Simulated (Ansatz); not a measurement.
# How V(100) screens a field, part 2 of 2

Wanted: the response of a V(100) slab to a perpendicular field.

Ansatz 0.2.0; plane-wave DFT, PBE, Ansatz PAW (the session's first sound run).

So far. Step 8 (Atoms held, field -0.2 V/Å): The dipole is -0.167 e·Å.

### 9. Single point, field 0.4 V/Å

input.yaml reads:

```yaml
crystal:
  lattice:
    - [3.02, 0.0, 0.0]
    - [0.0, 3.02, 0.0]
    - [0.0, 0.0, 30.08]
  atoms:
    - { symbol: V, position: [0.0, 0.0, 0.2992021277] }
    - { symbol: V, position: [0.5, 0.5, 0.3494015957] }
    - { symbol: V, position: [0.0, 0.0, 0.3996010638] }
    - { symbol: V, position: [0.5, 0.5, 0.4498005319] }
    - { symbol: V, position: [0.0, 0.0, 0.5] }
    - { symbol: V, position: [0.5, 0.5, 0.5501994681] }
    - { symbol: V, position: [0.0, 0.0, 0.6003989362] }
    - { symbol: V, position: [0.5, 0.5, 0.6505984043] }
    - { symbol: V, position: [0.0, 0.0, 0.7007978723] }
kpoints:
  mp_grid: { grid: [18, 18, 1] }
hamiltonian:
  xc: pbe
scf:
  occupations: { method: fermi_dirac, width: 0.1 }
  convergence: { dr2_threshold: 1.0e-10 }
efield:
  axis: 3
  dipole_correction: true
  ramp_position: 0.97
  ramp_width: 0.06
  amplitude: 0.4
output:
  forces: true
  write_potential: true
  write_density: true
  volumetric_format: npy
  elf: true
```

Run with:

```bash
> ansatz run input.yaml --threads 4 --pin off --max-ram 6144MiB --backend cpu --events-out ev --progress --plain --runs-dir out
```

Numbers of over 12 decimals in the logs are rounded to 6 here.

The program printed:

```text
[...]
Crystal: 9 atoms, lattice volume = 274.342 Å³
Basis set: ecut = 420 eV, 5293 PW (Γ), exchange–correlation on 48×48×432 points (8 copies of the dense FFT grid, shifted against one another)
Bands: 71, of which v1, the nominal top of the filled ones, is band 59 counted from 1 (58 counted from 0)
Symmetry: 8 space group operations
k-points: 55 of 324
[...]
k-point 0: bands = [... 55 lower, 5.5891, 5.5891, 5.7113, 5.7113, 5.7395, 5.7883, 5.7883, 5.8658, ... 8 higher]
  k-point 1: bands = [... 55 lower, 5.5766, 5.6345, 5.6373, 5.6578, 5.7105, 5.7629, 5.7820, 5.8885, ... 8 higher]
  k-point 2: bands = [... 55 lower, 5.4319, 5.5035, 5.5293, 5.6492, 5.7363, 5.7745, 5.8047, 5.8503, ... 8 higher]
  k-point 54: bands = [... 55 lower, 4.6632, 4.6632, 5.2903, 5.2903, 6.1103, 6.1103, 6.8700, 6.8730, ... 8 higher]
[key lines of the parts left out:]
SCF converged after 20 iterations
Free energy (F): -26208.943619 eV
Fermi energy:    5.329949 eV
Dipole field:    D = 0.220711 V/Å  (p = 0.334621 e·Å, saw-weighted, corrected)
```

The job ended after 83 s (4 threads of Arm Neoverse V2, shared host; peak memory 1.1 GiB; 5.5 min of CPU time).

Running mean over 1.51 Å of the planar mean, with the applied field; the ramp of the sawtooth is left out. Table of electron's electrostatic potential energy less the Fermi level by z:

```
z (Å)  electron's electrostatic potential energy less the Fermi level (eV)
    4                                                                 2.79
    5                                                                 3.17
    6                                                                 3.46
    7                                                                 3.11
    8                                                                -1.23
    9                                                                -7.40
   10                                                                -7.82
   11                                                                -7.79
   12                                                                -7.77
   13                                                                -7.75
   14                                                                -7.72
   15                                                                -7.71
   16                                                                -7.72
   17                                                                -7.74
   18                                                                -7.77
   19                                                                -7.78
   20                                                                -7.80
   21                                                                -7.59
   22                                                                -1.88
   23                                                                 3.09
   24                                                                 4.09
   25                                                                 4.55
   26                                                                 4.96
```

The dipole is 0.335 e·Å.

### 10. The response

This step: plane-wave DFT, PBE, Ansatz PAW; screening of a field by a metal slab (Ansatz 0.2.0).

The dipoles give the slope, and the difference of two potentials shows where the field is screened.

This step gave:

| Item | Value |
| --- | --- |
| equivalent conductor thickness p/(ε₀AE) | 16.58 Å |
| distance between the outer atoms | 12.08 Å |
| inner field over outer field | 3.65e-4 |
| image plane, upper face | 2.248 Å |
| induced electrons on the upper face over ε₀E | -0.9985 |
| image plane, lower face | 2.247 Å |
| induced electrons on the lower face over ε₀E | 0.9987 |

Dipole of the cell against applied field:

```
applied field (V/Å)  dipole of the cell (e·Å)
             -0.200                    -0.167
             -0.100                   -0.0835
             -0.050                   -0.0418
              0.000                         0
              0.050                    0.0418
              0.100                    0.0835
              0.200                     0.167
              0.400                     0.335
```

Local field over the applied field, running mean. From the potentials at -0.05 and 0.05 V/Å; running mean over 1.51 Å. Local field over applied field against z:

```
z (Å)  local field over applied field
    5                           0.968
    6                           0.856
    7                           0.495
    8                        -0.00729
    9                         -0.0552
   10                         -6.0e-4
   11                         0.00302
   12                          8.4e-4
   13                         -5.6e-4
   14                          3.6e-4
   15                          2.9e-4
   16                          4.0e-4
   17                         -4.4e-4
   18                          6.4e-4
   19                         0.00346
   20                         -2.6e-4
   21                         -0.0458
   22                         -0.0303
   23                           0.452
   24                           0.839
   25                           0.964
```

Electrons, planar mean, per unit field. Table of induced electron density by z:

z (Å), induced electron density (e/Å³ per V/Å) and a bar from the least value:
```
      4.5    0.00010 ###############
      5.0    0.00023 ################
      5.5    0.00048 #################
      6.0    0.00097 ###################
      6.5    0.00187 ######################
      7.0    0.00309 ###########################
      7.5    0.00385 ##############################
      8.0    0.00261 #########################
      8.5   -0.00180 ########
      9.0   -0.00035 ##############
      9.5    0.00005 ###############
     10.0    0.00006 ###############
     10.5   -0.00021 ##############
     11.0    0.00007 ###############
     11.5    0.00001 ###############
     12.0    0.00006 ###############
     12.5   -0.00003 ###############
     13.0    0.00001 ###############
     13.5   -0.00002 ###############
     14.0    0.00000 ###############
     14.5    0.00000 ###############
     15.0    0.00000 ###############
     15.5    0.00000 ###############
     16.0    0.00000 ###############
     16.5    0.00002 ###############
     17.0    0.00000 ###############
     17.5    0.00002 ###############
     18.0   -0.00006 ###############
     18.5    0.00000 ###############
     19.0   -0.00006 ###############
     19.5    0.00020 ################
     20.0   -0.00002 ###############
     20.5   -0.00026 ##############
     21.0    0.00024 ################
     21.5    0.00218 #######################
     22.0   -0.00215 #######
     22.5   -0.00382 
     23.0   -0.00328 ##
     23.5   -0.00205 #######
     24.0   -0.00109 ###########
     24.5   -0.00054 #############
     25.0   -0.00026 ##############
     25.5   -0.00012 ##############
```

By hand: between -0.05 and 0.05 V/Å the dipole changes by 0.08355 e·Å, a slope of 0.8355 e·Å²/V. A perfect conductor of thickness t has p = ε₀AEt, so t = 180.95 × 0.8355 / 9.120 = 16.58 Å (e/ε₀ = 180.95 V·Å, A in Å²). Less the 12.08 Å between the outer atoms, and halved, that puts each image plane 2.25 Å out.

The induced dipole is that of a conductor 16.58 Å thick.

### 11. The same run with other settings: hamiltonian.xc = "r2scan"

This step: plane-wave DFT, PBE, Ansatz PAW, but for the change named below (Ansatz 0.2.0).

A run with a changed input: it repeats the earlier run at 0.05 V/Å with hamiltonian.xc from pbe to r2scan.

Edit input.yaml of step 9 so:

```diff
@@ -18,3 +18,3 @@
 hamiltonian:
-  xc: pbe
+  xc: r2scan
 scf:
@@ -27,3 +27,3 @@
   ramp_width: 0.06
-  amplitude: 0.4
+  amplitude: 0.05
 output:
@@ -33,2 +33 @@
   volumetric_format: npy
-  elf: true
```

The program printed:

```text
[...]
Crystal: 9 atoms, lattice volume = 274.342 Å³
Basis set: ecut = 500 eV, 7021 PW (Γ), exchange–correlation on 96×96×900 points (64 copies of the dense FFT grid, shifted against one another)
Bands: 71, of which v1, the nominal top of the filled ones, is band 59 counted from 1 (58 counted from 0)
Symmetry: 8 space group operations
k-points: 55 of 324
[...]
SCF iter   1: F=—  HF=-26250.798487 eV  |F-HF|=—  |Δ(HF+E_count)|=         —  Δρ=3.65e-2  dr2=7.46e1  dr2_τ=2.94e-1  ethr=1.77e-3  p=0.000 e·Å  D=2.20e-13 V/Å  ΔV_dip=-0.00 eV  dr2_dipole=3.24e1  V_vac-E_F(+/−)=4.74/3.36 eV  ⟨swp⟩=8.3  Hψ=16854  notcnv=0
[...]
SCF iter  14: F=-26250.416706 eV  HF=-26250.416706 eV  |F-HF|=3.24e-10  |Δ(HF+E_count)|=  5.82e-10  Δρ=1.28e-7  dr2=6.92e-11  dr2_τ=2.97e-12  ethr=1.00e-12  p=0.042 e·Å  D=2.78e-2 V/Å  ΔV_dip=-0.84 eV  dr2_dipole=5.53e-13  V_vac-E_F(+/−)=4.11/3.57 eV  ⟨swp⟩=14.9  Hψ=24660  notcnv=0
SCF 1 converged in 14 iterations: F = -26250.416706 eV  dr2 = 6.92e-11
[...]
SCF converged after 14 iterations
Free energy (F): -26250.416706 eV
[...]
Internal energy: -26249.969076 eV  (E = F + TS)
E sigma→0 (E₀):  -26250.192891 eV
Entropy (-TS):   -0.447629 eV (-49.737 meV/atom)
Fermi energy:    5.320897 eV
Dipole field:    D = 0.027812 V/Å  (p = 0.042165 e·Å, saw-weighted, corrected)
Work function:   not extracted (applied field tilts the vacuum); planar V_es + V_field profile in the machine report
[...]
--- Forces (eV/Å), atoms counted from 1 ---
  atom   1  V      0.00000000     0.00000000     1.37106595
  atom   2  V      0.00000000     0.00000000    -0.77689442
  atom   3  V     -0.00000000     0.00000000    -0.34486571
  atom   4  V      0.00000000     0.00000000     0.18402798
  atom   5  V      0.00000000     0.00000000     0.00013672
  atom   6  V     -0.00000000     0.00000000    -0.18409589
  atom   7  V      0.00000000     0.00000000     0.34547577
  atom   8  V     -0.00000000     0.00000000     0.78008683
  atom   9  V      0.00000000     0.00000000    -1.37493293
  max |Σ_I F_I| component: 4.29e-6 eV/Å
--- Band table (eV; the first three rows and the last of 55) ---
  k-point 0: bands = [... 55 lower, 5.6111, 5.6111, 5.7652, 5.7652, 5.7956, 5.8252, 5.8252, 5.9214, ... 8 higher]
  k-point 1: bands = [... 55 lower, 5.6084, 5.6692, 5.6846, 5.6992, 5.7583, 5.7964, 5.8318, 5.9329, ... 8 higher]
  k-point 2: bands = [... 55 lower, 5.4537, 5.5356, 5.5602, 5.6992, 5.7729, 5.8185, 5.8576, 5.8719, ... 8 higher]
  k-point 54: bands = [... 55 lower, 4.5590, 4.5590, 5.1956, 5.1956, 6.0271, 6.0271, 6.9591, 6.9604, ... 8 higher]
```

Elapsed: 79 s, on 4 threads; peak memory 1.7 GiB.

Numbers from this step:

```yaml
energy_at_zero_smearing: -26250.1929 eV
dipole_along_the_normal: 0.04217 e·Å
```

Force by atom:

```csv
atom,x (eV/Å),y (eV/Å),z (eV/Å),size
V1,0.00,0.00,1.37,1.37
V2,0.00,0.00,-0.78,0.78
V3,0.00,0.00,-0.34,0.34
V4,0.00,0.00,0.18,0.18
V5,0.00,0.00,0.00,0.00
V6,0.00,0.00,-0.18,0.18
V7,0.00,0.00,0.35,0.35
V8,0.00,0.00,0.78,0.78
V9,0.00,0.00,-1.37,1.37
```

```csv
quantity,this run,earlier run,difference
dipole along the normal (e·Å),0.04217,0.04178,3.9e-4
```

It moves by +0.00039 e·Å.

### 12. The same run with other settings

This step: plane-wave DFT, PBE, Ansatz PAW (Ansatz 0.2.0).

An input spoilt on purpose, to show how the run answers: it repeats the earlier run at 0.05 V/Å with efield.ramp_width from 0.06 to 0.9, and scf.max_iter set to 80.

Edit input.yaml of step 11 so:

```diff
@@ -18,3 +18,3 @@
 hamiltonian:
-  xc: r2scan
+  xc: pbe
 scf:
@@ -22,2 +22,3 @@
   convergence: { dr2_threshold: 1.0e-10 }
+  max_iter: 80
 efield:
@@ -26,3 +27,3 @@
   ramp_position: 0.97
-  ramp_width: 0.06
+  ramp_width: 0.9
   amplitude: 0.05
```

The program printed:

```text
Engine: ansatz 0.2.0, aarch64-unknown-linux-gnu
Pseudopotentials: kind: paw
Pseudopotential: V, paw, valence charge 13, recommended cutoff 420 eV (normal), V.paw.azcp
Functional definition: PBE
  parameter kappa = 0.804
  parameter beta = 0.066725
  exchange = pbe_x(kappa = kappa, mu = beta*pi^2/3)
  correlation = pbe_c(beta = beta)
Crystal: 9 atoms, lattice volume = 274.342 Å³
Basis set: ecut = 420 eV, 5293 PW (Γ), exchange–correlation on 48×48×432 points (8 copies of the dense FFT grid, shifted against one another)
Bands: 71, of which v1, the nominal top of the filled ones, is band 59 counted from 1 (58 counted from 0)
Symmetry: 8 space group operations
k-points: 55 of 324
Non-local potential: V, projectors of the file, l = 0: 3, l = 1: 2, l = 2: 3, l = 3: 1
PAW form: soft (Blöchl's): semilocal exchange-correlation on the pseudo side does not see the compensation charge
PAW one-centre angular grid: V, 590 points (default); XC on 64 Gauss nodes
Initial density: superposition of atomic densities (neutral atoms: chi_scale 0, normalization atom, screened)
Initial wavefunctions: pseudopotential atomic-orbital guess
Functional: x = pbe(κ = 0.804, μ = 0.219515), c = pbe(β = 0.066725)
Error: efield: ion 0 (V) at fractional coordinate 0.2992 along the field axis lies inside the sawtooth ramp with 2 of the planes that the density is read on at each end, [0.9607, 0.8793] — the ramp must sit in vacuum (an ion there feels the fictitious reversed slope); set or move the ramp (efield.ramp_position / ramp_width) or move the geometry
```

Elapsed: 0.22 s, on 4 threads; peak memory 0.57 GiB.

The input was rejected at the start.

The program's message: “Error: efield: ion 0 (V) at fractional coordinate 0.2992 along the field axis lies inside the sawtooth ramp with 2 of the planes that the density is read on at each end, [0.9607, 0.8793] — the ramp mu …”

The fault put into the input: a ramp so wide that it reaches the atoms.

### 13. Outcome

```yaml
work_function: 3.85 eV
image_plane_upper_face: 2.25 Å
induced_electrons_on_the_upper_face_over_eps_0e: -0.998
equivalent_conductor_thickness_p_eps_0ae: 16.6 Å
inner_field_over_outer_field: 3.6e-4
```

**Reading.** The induced charge has its centre 2.25 Å outside the outermost atoms; this is the plane from which a capacitor's gap or an image potential counts. The equivalent conductor thickness exceeds the distance between the outer atoms by 4.50 Å, about the sum of the two image-plane distances. In the middle of the slab the field is screened to under 0.5 % of its outer value. The atoms are held at bulk positions with the tabulated experimental lattice constant. The main runs have no spin polarisation; a magnetic state could lie lower and would change these results.

[Logs are printed without paths, hosts, clocks, repeated set-up lines and the standing remarks that a program may print on its own settings, such as how far it seeks lower states.]

[Hosts, paths, dates, database ids (printed as entryN), source tags and the programs' standing remarks are cut or masked in the printed files.]

[Maps of the electrostatic potential energy from Ansatz leave out the sawtooth potential of an applied field or a dipole correction, so their vacuum need not be flat; planar profiles and work functions include it.]
